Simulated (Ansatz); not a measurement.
Consider NaNiCl3 (cubic perovskite) (Pm-3m).

The structure was built from a prototype and need not be the compound's stable phase.

```
Na Ni Cl
1.0
     0.00000   -4.62085    0.00000
     0.00000    0.00000    4.62085
    -4.62085    0.00000    0.00000
Na Ni Cl
1 1 3
Direct
  0.00000 0.00000 0.00000
  0.50000 0.50000 0.50000
  0.50000 0.50000 0.00000
  0.50000 0.00000 0.50000
  0.00000 0.50000 0.50000
```

The structure was relaxed with PBEsol. The structure type comes from a generator and need not be one that this composition takes. The structure was generated from a model, not taken from a measurement. The runs that relaxed it are not among those shown. The program's search for lower electronic states was switched off, so nothing shows that the state found is the lowest. PAW set soft_2, made with PBE.

A constrained-RPA run (Ansatz 0.2.0; non-magnetic PBEsol; Ni d + anion p, bands v13 to c1, 4×4×4 mesh, medium accuracy) builds 14 functions on bands 9.0 eV wide, with 26.0 electrons in the window. The bare on-site interaction is 25.5 eV and the bare J 0.88 eV.

Question: What U and J survive the screening?

On the Ni d shell, U = 8.30 eV (33 % of the bare value), U′ = 6.85 eV, J = 0.72 eV.

The parent state is non-magnetic and the interaction static (zero frequency); U depends on the window and the orbitals, so it belongs to this model alone. A window that holds the anion p bands defines a model with explicit ligands; its U belongs to that model and is not the U of DFT+U.

[Paths, hosts, dates, memory and timing lines, banners, echoed tables and standing remarks are left out of the program output.]

[Logs are printed without paths, hosts, clocks, repeated set-up lines and the standing remarks that a program may print on its own settings, such as how far it seeks lower states.]

[Runs of the session that timed out or met a known fault of the program may be left out.]

[Hosts, paths, dates, database ids (printed as entryN), source tags and the programs' standing remarks are cut or masked in the printed files.]
